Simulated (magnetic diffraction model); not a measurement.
# Magnetic neutron pattern of PrNiS3

Space group Pm-3m (no. 221), a = 4.7240 Å.

| site | atom | x | y | z |
| --- | --- | --- | --- | --- |
| 1b | Pr | 1/2 | 1/2 | 1/2 |
| 1a | Ni | 0 | 0 | 0 |
| 3d | S | 0 | 0 | 1/2 |

The compound is invented for this exercise: a known structure type with other elements, its cell scaled to their sizes and not relaxed.

Only Pr and Ni are taken to order (form factors of Pr3+ and Ni3+); orders and moment sizes are assumed, and not adapted to the symmetry. Radiation: neutrons of λ = 4.2 Å, 3° to 90°; isotropic B of 0.14 Å² (Pr), 0.14 Å² (Ni) and 0.22 Å² (S). The intensities are simulated: I ∝ L Σ (|F_N|² + |F_M⊥|²) for unpolarised neutrons, with F_M = 2.695 fm/μB × Σ f(s) S exp(2πi Q·r) exp(−B s²) at Q = H ± k (one set where k and −k are equivalent), only the part normal to Q counting and L = 1/(sin²θ cos θ). For collinear order S is the moment m, which repeats by lattice and centring translations R with the sign exp(−2πi k·R). Form factors are spin-only for 3d ions and dipole or tabulated for f ions, scattering lengths are Sears's of 1992, and absorption is left out. A label names one of the reflections at its angle. The strongest nuclear line in the range is 100, and lines under 0.2 are left out.

Assume the order k = (1/2 1/2 1/2), collinear moments along [001], 1.8 μB on Pr and 0.79 μB on Ni; signs + at (1/2, 1/2, 1/2), − at (0, 0, 0).

Q: Where does magnetic intensity appear, and how strong is it?

```
2θ (°)          index  nuclear  magnetic
 45.28  (1/2 1/2 1/2)      0.0      18.3
 52.79        (1 0 0)     44.1       0.0
 77.90        (1 1 0)    100.0       0.0
```

The strongest magnetic line in the range is (1/2 1/2 1/2) at 45.28° (18.3). On top of the Lorentz factor, which all lines share, magnetic lines fade with angle because f falls: for Pr3+ it is 0.97, 0.88, 0.76 and 0.50 at sin θ/λ = 0.1, 0.2, 0.3 and 0.5 Å⁻¹, while nuclear lengths stay constant. The order has no net moment.

[Logs are printed without paths, hosts, clocks, repeated set-up lines and the standing remarks that a program may print on its own settings, such as how far it seeks lower states.]
